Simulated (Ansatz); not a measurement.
# Si on Fe(100): change of the work function, part 4 of 5

Aim: the work function of Fe(100) at several coverages of Si (hollow site), and the dipole that each adsorbate carries.

Ansatz 0.2.0; plane-wave DFT, PBE, Ansatz PAW.

So far, work function, upper face (eV): step 2 (the clean slab) 3.86; step 3 (21 atoms, coverage 0.25 ML, cell 2x2) 4.66; step 4 (22 atoms, coverage 0.5 ML, cell 2x2) 4.77.

### 5. Adsorbate added, k-mesh 10×10×1, coverage 1 ML

System of this step: Si/Fe(100). The cell holds 6 atoms: 5 Fe and 1 Si. Its edges and angles: a = 2.870 Å, b = 2.870 Å, c = 25.182 Å, α = 90.0°, β = 90.0°, γ = 90.0°. Vacuum lies along c.

Another coverage, to see how the dipoles act on each other as their distance changes.

input.yaml

```yaml
crystal:
  lattice:
    - [2.87, 0.0, 0.0]
    - [0.0, 2.87, 0.0]
    - [0.0, 0.0, 25.1820376673]
  atoms:
    - { symbol: Fe, position: [0.0, 0.0, 0.3573976069], spin: 2.97 }
    - { symbol: Fe, position: [0.5, 0.5, 0.4143826698], spin: 2.38 }
    - { symbol: Fe, position: [0.0, 0.0, 0.4706866946], spin: 2.5 }
    - { symbol: Fe, position: [0.5, 0.5, 0.5278198313], spin: 2.31 }
    - { symbol: Fe, position: [0.0, 0.0, 0.5811890574], spin: 2.92 }
    - { symbol: Si, position: [0.5, 0.5, 0.6426023931] }
magnetization:
  spin_polarized: true
kpoints:
  mp_grid: { grid: [10, 10, 1] }
hamiltonian:
  xc: pbe
scf:
  occupations: { method: fermi_dirac, width: 0.1 }
  convergence: { dr2_threshold: 1.0e-08 }
efield:
  axis: 3
  dipole_correction: true
  ramp_position: 0.97
  ramp_width: 0.06
relax:
  f_tol: 0.02
  max_steps: 60
  constraints: [{ sites: [0, 1] }]
output:
  bader: true
  write_potential: true
  write_density: true
  volumetric_format: npy
```

Started as:

```console
$ ansatz run input.yaml --threads 4 --pin off --max-ram 12288MiB --backend cpu --events-out ev --progress --plain --runs-dir out
```

Numbers of over 12 decimals in the logs are rounded to 6 here.

Output:

```text
[...]
Crystal: 6 atoms, lattice volume = 207.422 Å³
Basis set: ecut = 420 eV, 4057 PW (Γ), exchange–correlation on 40×40×360 points (8 copies of the dense FFT grid, shifted against one another)
Bands: 59, of which v1, the nominal top of the filled ones, is band 42 counted from 1 (41 counted from 0)
[...]
--- Bader charges: 6 sites ---
  site symbol  charge [e]  shift [e]    m [muB]
     0     Fe      0.0557     0.0001     3.1102
     1     Fe     -0.0659     0.0000     2.3450
     2     Fe      0.0172     0.0001     2.4400
     3     Fe      0.0777     0.0001     2.4526
     4     Fe     -0.1598     0.0004     1.7913
     5     Si      0.0751     0.0003     0.2266
  estimated error of the sums over rays = 7.5e-4 e
[key lines of the parts left out:]
SCF converged after 14 iterations
Magnetization: 12.3657 μB (48.1828 up, 35.8172 down)
Free energy (F): -23036.646731 eV
Fermi energy:    3.177168 eV
Dipole field:    D = -0.024848 V/Å  (p = -0.028483 e·Å, saw-weighted, corrected)
Work function:   Φ+ = 4.4970 eV   Φ− = 3.8713 eV
```

Wall time 1.9 min (4 threads of Arm Neoverse V1, shared host); peak memory 0.8 GiB.

The steps of the relaxation:

| step | energy less that of the first step (eV) | largest force component (eV/Å) |
| --- | --- | --- |
| 1 | 0.0000 | 1.1247 |
| 2 | -0.1281 | 0.9043 |
| 3 | -0.2202 | 0.4329 |
| 4 | -0.2254 | 0.2704 |
| 5 | -0.2311 | 0.0138 |

Forces are held to the 8 operations that the run works with; a distortion that breaks them can't arise in this run.

The atoms that moved most (Å):

| atom | dx | dy | dz | length |
| --- | --- | --- | --- | --- |
| Si6 | 0.000 | 0.000 | -0.292 | 0.292 |
| Fe5 | 0.000 | 0.000 | 0.055 | 0.055 |
| Fe4 | 0.000 | 0.000 | -0.015 | 0.015 |
| Fe3 | 0.000 | 0.000 | -0.009 | 0.009 |

Final coordinates:

```cif
data_structure
_symmetry_space_group_name_H-M 'P 1'
_symmetry_Int_Tables_number 1
_cell_length_a 2.8700
_cell_length_b 2.8700
_cell_length_c 25.1820
_cell_angle_alpha 90.000
_cell_angle_beta 90.000
_cell_angle_gamma 90.000
_cell_volume 207.42
loop_
_atom_site_label
_atom_site_type_symbol
_atom_site_fract_x
_atom_site_fract_y
_atom_site_fract_z
_atom_site_occupancy
Fe1 Fe 0.00000 0.00000 0.35740 1
Fe2 Fe 0.50000 0.50000 0.41438 1
Fe3 Fe 0.00000 0.00000 0.47034 1
Fe4 Fe 0.50000 0.50000 0.52722 1
Fe5 Fe 0.00000 0.00000 0.58338 1
Si6 Si 0.50000 0.50000 0.63099 1
```

Running mean over 1.435 Å of the planar mean; the ramp of the sawtooth is left out. Electron's electrostatic potential energy less the Fermi level against z:

| z (Å) | electron's electrostatic potential energy less the Fermi level (eV) |
| --- | --- |
| 3.5 | 3.87 |
| 4.0 | 3.87 |
| 4.5 | 3.87 |
| 5.0 | 3.87 |
| 5.5 | 3.86 |
| 6.0 | 3.83 |
| 6.5 | 3.74 |
| 7.0 | 3.45 |
| 7.5 | 2.44 |
| 8.0 | -0.856 |
| 8.5 | -5.85 |
| 9.0 | -9.03 |
| 9.5 | -9.62 |
| 10.0 | -9.63 |
| 10.5 | -9.68 |
| 11.0 | -9.80 |
| 11.5 | -9.74 |
| 12.0 | -9.61 |
| 12.5 | -9.62 |
| 13.0 | -9.65 |
| 13.5 | -9.77 |
| 14.0 | -10.0 |
| 14.5 | -10.7 |
| 15.0 | -12.2 |
| 15.5 | -12.5 |
| 16.0 | -9.97 |
| 16.5 | -5.06 |
| 17.0 | 0.422 |
| 17.5 | 3.34 |
| 18.0 | 4.19 |
| 18.5 | 4.42 |
| 19.0 | 4.48 |
| 19.5 | 4.49 |
| 20.0 | 4.50 |
| 20.5 | 4.50 |
| 21.0 | 4.50 |
| 21.5 | 4.50 |
| 22.0 | 4.50 |

The relaxation took 5 steps and lowered the energy by 0.23 eV; the largest force on the free atoms ends at 0.014 eV/Å.

The covered face has 4.50 eV, +0.64 eV against the clean one; the bare back face has moved by +0.04 eV, a measure of how thin the slab is.

### 6. Work function against coverage

This step: plane-wave DFT, PBE, Ansatz PAW; work function against coverage (Ansatz 0.2.0).

The runs are now put side by side.

This step gave:

- work function of the clean face: 3.856 eV
- largest change of the work function: 0.9097 eV

Work function of the covered face against coverage:

| coverage (adsorbates/nm²) | work function of the covered face (eV) |
| --- | --- |
| 0.00 | 3.86 |
| 3.04 | 4.66 |
| 6.07 | 4.77 |
| 12.14 | 4.50 |

The dipole per adsorbate comes from the change of the cell's dipole. Coverage, by row:

| coverage (1/nm²) | coverage (ML) | work function (eV) | change (eV) | dipole per adsorbate, positive end outwards (debye) | mean height of the added atoms over the highest substrate atom (Å) |
| --- | --- | --- | --- | --- | --- |
| 3.035 | 0.25 | 4.657 | 0.8007 | -0.654 | 1.071 |
| 6.07 | 0.5 | 4.766 | 0.9097 | -0.364 | 1.114 |
| 12.14 | 1 | 4.497 | 0.6408 | -0.131 | 1.199 |

### 7. The slab at 0.25 ML, atoms frozen

This step: plane-wave DFT, PBE, Ansatz PAW (Ansatz 0.2.0).

System of this step: Si/Fe(100). The cell holds 21 atoms: 20 Fe and 1 Si. Cell: a = 5.740 Å, b = 5.740 Å, c = 25.182 Å, α = 90.0°, β = 90.0°, γ = 90.0°. Vacuum lies along c.

To see where the charge goes, the covered slab, the bare substrate and the adsorbate layer are each run at the same frozen positions and on the same grid.

input.yaml

```yaml
crystal:
  lattice:
    - [5.74, 0.0, 0.0]
    - [0.0, 5.74, 0.0]
    - [0.0, 0.0, 25.1820376673]
  atoms:
    - { symbol: Fe, position: [0.0, 0.0, 0.3573976069], spin: 2.5 }
    - { symbol: Fe, position: [0.25, 0.25, 0.4143826698], spin: 2.5 }
    - { symbol: Fe, position: [0.0010885298, 0.0010885298, 0.4710816183], spin: 2.5 }
    - { symbol: Fe, position: [0.25, 0.25, 0.5275618503], spin: 2.5 }
    - { symbol: Fe, position: [-0.0100916001, -0.0100916001, 0.5826918375], spin: 2.5 }
    - { symbol: Fe, position: [0.0, 0.5, 0.3573976069], spin: 2.5 }
    - { symbol: Fe, position: [0.25, 0.75, 0.4143826698], spin: 2.5 }
    - { symbol: Fe, position: [0.0010885298, 0.4989114702, 0.4710816183], spin: 2.5 }
    - { symbol: Fe, position: [0.25, 0.75, 0.5279987993], spin: 2.5 }
    - { symbol: Fe, position: [-0.0100916001, 0.5100916001, 0.5826918375], spin: 2.5 }
    - { symbol: Fe, position: [0.5, 0.0, 0.3573976069], spin: 2.5 }
    - { symbol: Fe, position: [0.75, 0.25, 0.4143826698], spin: 2.5 }
    - { symbol: Fe, position: [0.4989114702, 0.0010885298, 0.4710816183], spin: 2.5 }
    - { symbol: Fe, position: [0.75, 0.25, 0.5279987993], spin: 2.5 }
    - { symbol: Fe, position: [0.5100916001, -0.0100916001, 0.5826918375], spin: 2.5 }
    - { symbol: Fe, position: [0.5, 0.5, 0.3573976069], spin: 2.5 }
    - { symbol: Fe, position: [0.75, 0.75, 0.4143826698], spin: 2.5 }
    - { symbol: Fe, position: [0.4989114702, 0.4989114702, 0.4710816183], spin: 2.5 }
    - { symbol: Fe, position: [0.75, 0.75, 0.5257657874], spin: 2.5 }
    - { symbol: Fe, position: [0.5100916001, 0.5100916001, 0.5826918375], spin: 2.5 }
    - { symbol: Si, position: [0.25, 0.25, 0.6252306069] }
magnetization:
  spin_polarized: true
kpoints:
  mp_grid: { grid: [5, 5, 1] }
hamiltonian:
  xc: pbe
scf:
  occupations: { method: fermi_dirac, width: 0.1 }
  convergence: { dr2_threshold: 1.0e-08 }
efield:
  axis: 3
  dipole_correction: true
  ramp_position: 0.97
  ramp_width: 0.06
output:
  write_potential: true
  write_density: true
  volumetric_format: npy
```

Output:

```text
[...]
Crystal: 21 atoms, lattice volume = 829.688 Å³
Basis set: ecut = 420 eV, 16257 PW (Γ)
Bands: 225, of which v1, the nominal top of the filled ones, is band 162 counted from 1 (161 counted from 0)
Symmetry: 8 space group operations
k-points: 6 of 25
[...]
Starting moments: Σ|m| = 50 μB on 20 of 21 sites
[...]
SCF iter   1: F=—  HF=-90235.334276 eV  |F-HF|=—  |Δ(HF+E_count)|=         —  Δρ=5.24e-2 (↑2.87e-2 ↓5.24e-2)  dr2=5.67e1  dr2_m=9.63e0  M=50.914 μB ∫|m|=51.874 μB  β_m=1.00  ethr=3.10e-3  p=-0.000 e·Å  D=-1.43e-6 V/Å  ΔV_dip=0.00 eV  dr2_dipole=9.84e-1  V_vac-E_F(+/−)=7.36/7.36 eV  ⟨swp⟩=9.4  Hψ=14087  notcnv=0  defer=174
[...]
SCF iter  16: F=-90236.527272 eV  HF=-90236.527272 eV  |F-HF|=3.41e-9  |Δ(HF+E_count)|=  6.26e-10  Δρ=2.90e-7 (↑2.41e-7 ↓2.90e-7)  dr2=3.75e-9  dr2_m=9.82e-11  M=51.045 μB ∫|m|=53.848 μB  ethr=1.01e-12  p=-0.141 e·Å  D=-3.07e-2 V/Å  ΔV_dip=0.77 eV  dr2_dipole=5.90e-10  V_vac-E_F(+/−)=4.66/3.88 eV  ⟨swp⟩=14.9  Hψ=14618  notcnv=0
SCF 1 converged in 16 iterations: F = -90236.527272 eV  dr2 = 3.75e-9
[...]
SCF converged after 16 iterations
Magnetization: 51.0445 μB (187.5223 up, 136.4777 down)
Absolute magnetization: 53.8495 μB (∫|ρ↑−ρ↓|, with the PAW one-centre terms)
[...]
Per-site moments (μB) at R_I (Å): [(2.969012, 1.025266), (2.374986, 1.020574), (2.431471, 1.014673), (2.262686, 1.014543), (2.632846, 0.976602), (2.969012, 1.025266), (2.414207, 1.023559), (2.431471, 1.014673), (2.373584, 1.012271), (2.632846, 0.976602), (2.969012, 1.025266), (2.414207, 1.023559), (2.431471, 1.014673), (2.373584, 1.012271), (2.632846, 0.976602), (2.969012, 1.025266), (2.384830, 1.025266), (2.431471, 1.014673), (2.253445, 0.997502), (2.632846, 0.976602), (-0.142601, 0.976602)]
Free energy (F): -90236.527272 eV
[...]
Internal energy: -90235.772676 eV  (E = F + TS)
E sigma→0 (E₀):  -90236.149974 eV
Entropy (-TS):   -0.754596 eV (-35.933 meV/atom)
Fermi energy:    2.355754 eV
Dipole field:    D = -0.030703 V/Å  (p = -0.140777 e·Å, saw-weighted, corrected)
Work function:   Φ+ = 4.6568 eV   Φ− = 3.8836 eV
[...]
--- Band table (eV; the first three rows and the last of 12) ---
  k-point 0 ↑: bands = [... 158 lower, 1.0907, 1.1199, 1.1199, 1.1673, 1.2660, 1.2736, 1.2736, 1.2846, ... 59 higher]
  k-point 1 ↑: bands = [... 158 lower, 1.0543, 1.0676, 1.1026, 1.1172, 1.1853, 1.2424, 1.2575, 1.2642, ... 59 higher]
  k-point 2 ↑: bands = [... 158 lower, 0.9955, 1.0217, 1.0452, 1.0622, 1.0973, 1.1205, 1.1269, 1.1392, ... 59 higher]
  k-point 5 ↓: bands = [... 158 lower, 3.7182, 3.7316, 3.7505, 3.7507, 3.8188, 3.8559, 3.8771, 3.8856, ... 59 higher]
```

The job ended after 3.4 min (4 threads; peak memory 4.6 GiB; 13 min of CPU time).

In the SCF lines HF is the Harris–Foulkes energy and dr2 the Hartree energy of the density residual, in eV; the loop may stop once dr2 is under the threshold and the program's other checks hold. Hψ counts applications of the Hamiltonian.

This step gave:

```
energy at zero smearing        : -90236.1500 eV
total moment                   : 51.04 μB
work function, upper face      : 4.657 eV
work function, lower face      : 3.884 eV
dipole along the normal        : -0.1408 e·Å
step between the vacuum levels : 0.7732 eV
```

The work function of the upper face is 4.66 eV.

### 8. The substrate of the 0.25 ML cell alone

System of this step: Si/Fe(100), substrate alone, atoms held. The cell holds 20 atoms: 20 Fe. Its edges and angles: a = 5.740 Å, b = 5.740 Å, c = 25.182 Å, α = 90.0°, β = 90.0°, γ = 90.0°. Vacuum lies along c.

The second part, atoms unmoved.

input.yaml

```yaml
crystal:
  lattice:
    - [5.74, 0.0, 0.0]
    - [0.0, 5.74, 0.0]
    - [0.0, 0.0, 25.1820376673]
  atoms:
    - { symbol: Fe, position: [0.0, 0.0, 0.3573976069], spin: 2.97 }
    - { symbol: Fe, position: [0.25, 0.25, 0.4143826698], spin: 2.37 }
    - { symbol: Fe, position: [0.0010885298, 0.0010885298, 0.4710816183], spin: 2.43 }
    - { symbol: Fe, position: [0.25, 0.25, 0.5275618503], spin: 2.26 }
    - { symbol: Fe, position: [-0.0100916001, -0.0100916001, 0.5826918375], spin: 2.63 }
    - { symbol: Fe, position: [0.0, 0.5, 0.3573976069], spin: 2.97 }
    - { symbol: Fe, position: [0.25, 0.75, 0.4143826698], spin: 2.41 }
    - { symbol: Fe, position: [0.0010885298, 0.4989114702, 0.4710816183], spin: 2.43 }
    - { symbol: Fe, position: [0.25, 0.75, 0.5279987993], spin: 2.37 }
    - { symbol: Fe, position: [-0.0100916001, 0.5100916001, 0.5826918375], spin: 2.63 }
    - { symbol: Fe, position: [0.5, 0.0, 0.3573976069], spin: 2.97 }
    - { symbol: Fe, position: [0.75, 0.25, 0.4143826698], spin: 2.41 }
    - { symbol: Fe, position: [0.4989114702, 0.0010885298, 0.4710816183], spin: 2.43 }
    - { symbol: Fe, position: [0.75, 0.25, 0.5279987993], spin: 2.37 }
    - { symbol: Fe, position: [0.5100916001, -0.0100916001, 0.5826918375], spin: 2.63 }
    - { symbol: Fe, position: [0.5, 0.5, 0.3573976069], spin: 2.97 }
    - { symbol: Fe, position: [0.75, 0.75, 0.4143826698], spin: 2.38 }
    - { symbol: Fe, position: [0.4989114702, 0.4989114702, 0.4710816183], spin: 2.43 }
    - { symbol: Fe, position: [0.75, 0.75, 0.5257657874], spin: 2.25 }
    - { symbol: Fe, position: [0.5100916001, 0.5100916001, 0.5826918375], spin: 2.63 }
magnetization:
  spin_polarized: true
kpoints:
  mp_grid: { grid: [5, 5, 1] }
hamiltonian:
  xc: pbe
scf:
  occupations: { method: fermi_dirac, width: 0.1 }
  convergence: { dr2_threshold: 1.0e-08 }
efield:
  axis: 3
  dipole_correction: true
  ramp_position: 0.97
  ramp_width: 0.06
output:
  write_potential: true
  write_density: true
  volumetric_format: npy
```

Output:

```text
[...]
Crystal: 20 atoms, lattice volume = 829.688 Å³
Basis set: ecut = 420 eV, 16257 PW (Γ)
Bands: 223, of which v1, the nominal top of the filled ones, is band 160 counted from 1 (159 counted from 0)
Symmetry: 8 space group operations
k-points: 6 of 25
[...]
Starting moments: Σ|m| = 50.94 μB on 20 of 20 sites
[...]
SCF iter   1: F=—  HF=-89598.396544 eV  |F-HF|=—  |Δ(HF+E_count)|=         —  Δρ=4.99e-2 (↑2.29e-2 ↓4.99e-2)  dr2=6.09e1  dr2_m=7.93e0  M=53.046 μB ∫|m|=53.634 μB  β_m=1.00  ethr=3.10e-3  p=-0.000 e·Å  D=-1.43e-6 V/Å  ΔV_dip=0.00 eV  dr2_dipole=5.79e-2  V_vac-E_F(+/−)=7.24/7.24 eV  ⟨swp⟩=9.7  Hψ=14106  notcnv=0  defer=142
[...]
SCF iter  16: F=-89599.533512 eV  HF=-89599.533512 eV  |F-HF|=1.32e-9  |Δ(HF+E_count)|=  6.98e-10  Δρ=1.70e-7 (↑1.42e-7 ↓1.70e-7)  dr2=9.07e-10  dr2_m=4.80e-11  M=52.942 μB ∫|m|=55.201 μB  ethr=1.00e-12  p=-0.004 e·Å  D=-8.82e-4 V/Å  ΔV_dip=0.02 eV  dr2_dipole=3.29e-12  V_vac-E_F(+/−)=3.86/3.83 eV  ⟨swp⟩=14.4  Hψ=13388  notcnv=0
SCF 1 converged in 16 iterations: F = -89599.533512 eV  dr2 = 9.07e-10
[...]
SCF converged after 16 iterations
Magnetization: 52.9417 μB (186.4708 up, 133.5292 down)
Absolute magnetization: 55.2030 μB (∫|ρ↑−ρ↓|, with the PAW one-centre terms)
[...]
Per-site moments (μB) at R_I (Å): [(2.969804, 1.025266), (2.375033, 1.020574), (2.475285, 1.014673), (2.417682, 1.019264), (2.922587, 0.997502), (2.969804, 1.025266), (2.387393, 1.023559), (2.475285, 1.014673), (2.346089, 1.012271), (2.922587, 0.997502), (2.969804, 1.025266), (2.387393, 1.023559), (2.475285, 1.014673), (2.346089, 1.012271), (2.922587, 0.997502), (2.969804, 1.025266), (2.393623, 1.025266), (2.475285, 1.014673), (2.250875, 0.997502), (2.922587, 0.997502)]
Free energy (F): -89599.533512 eV
[...]
Internal energy: -89598.786946 eV  (E = F + TS)
E sigma→0 (E₀):  -89599.160229 eV
Entropy (-TS):   -0.746566 eV (-37.328 meV/atom)
Fermi energy:    2.448253 eV
Dipole field:    D = -0.000883 V/Å  (p = -0.004048 e·Å, saw-weighted, corrected)
Work function:   Φ+ = 3.8555 eV   Φ− = 3.8333 eV
[...]
--- Band table (eV; the first three rows and the last of 12) ---
  k-point 0 ↑: bands = [... 156 lower, 1.0760, 1.0760, 1.1617, 1.1709, 1.1807, 1.1807, 1.3504, 1.3733, ... 59 higher]
  k-point 1 ↑: bands = [... 156 lower, 1.0988, 1.1127, 1.1366, 1.1570, 1.1716, 1.2772, 1.2943, 1.3213, ... 59 higher]
  k-point 2 ↑: bands = [... 156 lower, 1.0153, 1.0393, 1.0604, 1.0673, 1.1045, 1.1611, 1.1821, 1.2348, ... 59 higher]
  k-point 5 ↓: bands = [... 156 lower, 3.7922, 3.8185, 3.8412, 3.8667, 3.8860, 3.9041, 3.9652, 3.9702, ... 59 higher]
```

Elapsed: 3.3 min, on 4 threads; peak memory 4.7 GiB.

Numbers from this step:

- energy at zero smearing: -89599.1602 eV
- total moment: 52.94 μB
- work function, upper face: 3.856 eV
- work function, lower face: 3.833 eV
- dipole along the normal: -0.004048 e·Å
- step between the vacuum levels: 0.02223 eV

Site moment by atom:

| atom | site moment (μB) |
| --- | --- |
| Fe1 | 2.97 |
| Fe2 | 2.38 |
| Fe3 | 2.48 |
| Fe4 | 2.42 |
| Fe5 | 2.92 |
| Fe6 | 2.97 |
| Fe7 | 2.39 |
| Fe8 | 2.48 |
| Fe9 | 2.35 |
| Fe10 | 2.92 |
| Fe11 | 2.97 |
| Fe12 | 2.39 |
| Fe13 | 2.48 |
| Fe14 | 2.35 |
| Fe15 | 2.92 |
| Fe16 | 2.97 |
| Fe17 | 2.39 |
| Fe18 | 2.48 |
| Fe19 | 2.25 |
| Fe20 | 2.92 |

The work function of the upper face is 3.86 eV.

### 9. The adsorbate layer of the 0.25 ML cell alone

System of this step: Si/Fe(100), adsorbate layer alone, atoms held. The cell holds 1 atom: 1 Si. Its edges and angles: a = 5.740 Å, b = 5.740 Å, c = 25.182 Å, α = 90.0°, β = 90.0°, γ = 90.0°. Vacuum lies along c.

The third part; a free layer of atoms may carry a moment, so spin is on.

input.yaml, the sections that differ from step 8:

```yaml
crystal:
  lattice:
    - [5.74, 0.0, 0.0]
    - [0.0, 5.74, 0.0]
    - [0.0, 0.0, 25.1820376673]
  atoms:
    - { symbol: Si, position: [0.25, 0.25, 0.6252306069], spin: 1.0 }
# magnetization, kpoints, hamiltonian, scf, efield, output: as in step 8
```

Output:

```text
[...]
Crystal: 1 atoms, lattice volume = 829.688 Å³
Basis set: ecut = 420 eV, 16257 PW (Γ)
Bands: 7, of which v1, the nominal top of the filled ones, is band 2 counted from 1 (1 counted from 0)
Symmetry: 8 space group operations
k-points: 6 of 25
[...]
Starting moments: Σ|m| = 1 μB on 1 of 1 site
[...]
SCF iter  11: F=—  HF=-631.426940 eV  |F-HF|=—  |Δ(HF+E_count)|=   1.25e-5  Δρ=2.20e-5 (↑2.20e-5 ↓1.74e-5)  dr2=2.91e-7  dr2_m=2.94e-6  M=2.000 μB ∫|m|=2.000 μB  β_m=1.20  ethr=9.96e-7  p=0.000 e·Å  D=1.06e-7 V/Å  ΔV_dip=-0.00 eV  dr2_dipole=1.59e-15  V_vac-E_F(+/−)=4.59/4.59 eV  ⟨swp⟩=1.9  Hψ=102  notcnv=0
[...]
spin-set hold released at iteration 11 (site moments contracting): the magnetisation degrees of freedom join the quasi-Newton model from the next iteration; the mixer history was flushed
SCF iter  12: F=—  HF=-631.426960 eV  |F-HF|=—  |Δ(HF+E_count)|=   1.96e-5  Δρ=3.99e-5 (↑3.99e-5 ↓1.00e-6)  dr2=1.97e-5  dr2_m=2.98e-6  M=2.000 μB ∫|m|=2.000 μB  β_m=1.20  ethr=7.29e-9  p=0.000 e·Å  D=1.14e-7 V/Å  ΔV_dip=-0.00 eV  dr2_dipole=4.18e-15  V_vac-E_F(+/−)=4.59/4.59 eV  ⟨swp⟩=3.0  Hψ=136  notcnv=0  κ⁻¹=1.0e0(r=1)
density mixer auto → broyden: no gap read (density of states about μ 1.57 of a free-electron gas's, 12 screened modes)
SCF iter  13: F=—  HF=-631.426958 eV  |F-HF|=—  |Δ(HF+E_count)|=   1.59e-6  Δρ=3.96e-5 (↑3.96e-5 ↓1.59e-6)  dr2=1.79e-5  dr2_m=3.18e-6  M=2.000 μB ∫|m|=2.000 μB  β_m=1.20  ethr=7.29e-9  p=0.000 e·Å  D=1.13e-7 V/Å  ΔV_dip=-0.00 eV  dr2_dipole=4.85e-15  V_vac-E_F(+/−)=4.59/4.59 eV  ⟨swp⟩=2.0  Hψ=106  notcnv=0  κ⁻¹=2.7e-4(r=2)
[...]
SCF iter  17: F=-631.426959 eV  HF=-631.426959 eV  |F-HF|=1.02e-9  |Δ(HF+E_count)|=   5.49e-8  Δρ=5.99e-8 (↑5.99e-8 ↓4.19e-8)  dr2=6.43e-11  dr2_m=6.34e-12  M=2.000 μB ∫|m|=2.000 μB  ethr=1.98e-11  p=0.000 e·Å  D=1.34e-7 V/Å  ΔV_dip=-0.00 eV  dr2_dipole=6.82e-16  V_vac-E_F(+/−)=4.59/4.59 eV  ⟨swp⟩=5.1  Hψ=346  notcnv=0
SCF 1 converged in 17 iterations: F = -631.426959 eV  dr2 = 6.43e-11
[...]
this state was not tested for a lower state beside it, because the mixer in use, unlike msr1, does not test its closes by its own steps (another_mixer; see scf.mixing.algorithm and scf.lower_state_search)
SCF converged after 17 iterations
Magnetization: 2.0000 μB (3.0000 up, 1.0000 down)
Absolute magnetization: 2.0000 μB (∫|ρ↑−ρ↓|, with the PAW one-centre terms)
[...]
Per-site moments (μB) at R_I (Å): [(1.883424, 2.36775)]
Free energy (F): -631.426959 eV
[...]
Internal energy: -631.267952 eV  (E = F + TS)
E sigma→0 (E₀):  -631.347456 eV
Entropy (-TS):   -0.159007 eV (-159.007 meV/atom)
Fermi energy:    -4.292029 eV
Dipole field:    D = 0.000000 V/Å  (p = 0.000001 e·Å, saw-weighted, corrected)
Work function:   Φ+ = 4.5919 eV   Φ− = 4.5919 eV
[...]
--- Band table (eV; the first three rows and the last of 12) ---
[...]
```

Run time: 4.7 s. Hardware: 4 threads; peak memory 0.8 GiB.

This step gave:

```yaml
energy_at_zero_smearing: -631.3475 eV
total_moment: 2.000 μB
site_moments: 1.883 μB
work_function_upper_face: 4.592 eV
dipole_along_the_normal: 5.36e-7 e·Å
```

Site moment by atom:

| atom | site moment (μB) |
| --- | --- |
| Si1 | 1.88 |

The free layer carries a moment of 2.0 μB a cell.

(Continued in part 5 of 5.)

[Logs are printed without paths, hosts, clocks, repeated set-up lines and the standing remarks that a program may print on its own settings, such as how far it seeks lower states.]

[Hosts, paths, dates, database ids (printed as entryN), source tags and the programs' standing remarks are cut or masked in the printed files.]

[Maps of the electrostatic potential energy from Ansatz leave out the sawtooth potential of an applied field or a dipole correction, so their vacuum need not be flat; planar profiles and work functions include it.]
